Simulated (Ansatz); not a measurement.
Planning a run of Ansatz 0.2.0 on K3SCl (antiperovskite) (Pm-3m). The input:

The structure was built from a prototype and need not be the compound's stable phase.

```yaml
crystal:
  lattice:
    - [5.9699615649, 0.0, 0.0]
    - [0.0, 5.9699615649, 0.0]
    - [0.0, 0.0, 5.9699615649]
  atoms:
    - { symbol: Cl, position: [0.0, 0.0, 0.0] }
    - { symbol: S, position: [0.5, 0.5, 0.5] }
    - { symbol: K, position: [0.5, 0.5, 0.0] }
    - { symbol: K, position: [0.5, 0.0, 0.5] }
    - { symbol: K, position: [0.0, 0.5, 0.5] }
kpoints:
  mp_grid: { grid: [2, 2, 2] }
hamiltonian:
  xc: pbe
scf:
  occupations: { method: fixed }
gw:
  n_empty_bands: 635
  ecut_chi: 120.0
  qp_bands: [v2, c2]
  qp_kpoints: band_edges
  screening: { model: contour_deformation }
```

```sh
ansatz run input.yaml --threads 4 --pin off --max-ram 17510MiB --backend cpu --events-out ev --progress --plain --runs-dir out
```

Q: How long will it take on 4 threads of Arm Neoverse V2, shared host, and how much memory?

It took 51 s; on shared hardware allow 25 s to 1.7 min. Peak host memory was 3.2 GiB. The sizes that set the cost: 4139 plane waves a state, 4 irreducible k points, 655 bands summed, 619 plane waves in the screening and 6 SCF cycles.

The screening grows as filled bands × empty bands × pairs of k points, times the square of the screening basis for the matrix.

[Paths, hosts, dates, memory and timing lines, banners, echoed tables and standing remarks are left out of the program output.]

[Logs are printed without paths, hosts, clocks, repeated set-up lines and the standing remarks that a program may print on its own settings, such as how far it seeks lower states.]

[Runs of the session that timed out or met a known fault of the program may be left out.]

[Cells called generated may have been cut or substituted from an entry of the Crystallography Open Database or the Materials Project.]

[Hosts, paths, dates, database ids (printed as entryN), source tags and the programs' standing remarks are cut or masked in the printed files.]
